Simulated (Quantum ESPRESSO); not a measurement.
# Calculated records

```cif
data_sini
_symmetry_space_group_name_H-M 'Pnma'
_symmetry_Int_Tables_number 62
_cell_length_a 5.1731
_cell_length_b 3.3381
_cell_length_c 5.6049
_cell_angle_alpha 90.000
_cell_angle_beta 90.000
_cell_angle_gamma 90.000
_cell_volume 96.79
loop_
_atom_site_label
_atom_site_type_symbol
_atom_site_symmetry_multiplicity
_atom_site_Wyckoff_symbol
_atom_site_fract_x
_atom_site_fract_y
_atom_site_fract_z
_atom_site_occupancy
Si1 Si 4 c 0.32128 0.75000 0.08250 1
Ni1 Ni 4 c 0.00779 0.25000 0.18752 1
_calc_subject 'SiNi: which magnetic order is lowest'
_calc_method 'PBEsol; plane waves with GBRV 1.5 PBEsol potentials, no spin-orbit coupling, projections on orthogonalised atomic orbitals (and 2 further levels or steps)'
_calc_program 'Quantum ESPRESSO 7.5'
_calc_settings_of_one_run 'GBRV 1.5 PBEsol, potential files Si: si_pbesol_v1.uspp.F.UPF, Ni: ni_pbesol_v1.4.uspp.F.UPF, cutoff 544.23 eV, 8×8×8 k-mesh, 61 bands, fermi-dirac occupations, smearing width 0.1 eV, collinear spin, SCF threshold 1.60e-8, starting moments 0 0 0 0 1 -1 -1 1 μB'
_calc_cost '5 runs, 34 min in all on 4 MPI ranks of Arm Neoverse V1, shared host (the runs of this entry)'
_calc_lowest_state_found 'non-magnetic (from ferro ++++, antiferro +--+ and antiferro ++--)'
_calc_largest_site_moment '0 μB'
```

[Logs and program files are shortened in this print: banners, set-up blocks, solver, clock and traceback lines can be left out without a mark of their own.]

[Logs are printed without paths, hosts, clocks, repeated set-up lines and the standing remarks that a program may print on its own settings, such as how far it seeks lower states.]

[Hosts, paths, dates, database ids (printed as entryN), source tags and the programs' standing remarks are cut or masked in the printed files.]

[Where a cell is said to come from a database of computed structures, the database is the Materials Project.]
